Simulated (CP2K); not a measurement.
The C K edge of acrylic acid was computed by TDDFT (CP2K XAS_TDP, aug-cc-pVDZ, TDA) at these levels: PBE, PBEh(45%) and PBEh(45%) + GW2X. The first three lines of C1 (bonded to C and 2 H) with a strength over 0.0015, energy in eV and strength:

```csv
run,first,second,third
1,280.21 (0.054),284.76 (0.009),285.44 (0.017)
2,267.55 (0.026),269.92 (0.002),270.43 (0.002)
3,286.44 (0.053),290.98 (0.008),291.66 (0.016)
```

Which run is which?

Run 1: PBEh(45%) (45 % exact exchange). Run 2: PBE (0 % exact exchange). Run 3: PBEh(45%) + GW2X (45 % exact exchange). Self-interaction lifts the core level, so the uncorrected lines rise with the share of exact exchange. The GW2X run keeps the spacings of its parent: 4.54 eV between the first two lines in run 3, 4.55 eV in run 1. Its shift is +6.23 eV, since the Kohn–Sham level at this share of exchange lies that far above the quasiparticle level.

[Banner, clock and machine lines of the logs are left out without a mark of their own.]

[Logs are printed without paths, hosts, clocks, repeated set-up lines and the standing remarks that a program may print on its own settings, such as how far it seeks lower states.]

[Hosts, paths, dates, database ids (printed as entryN), source tags and the programs' standing remarks are cut or masked in the printed files.]
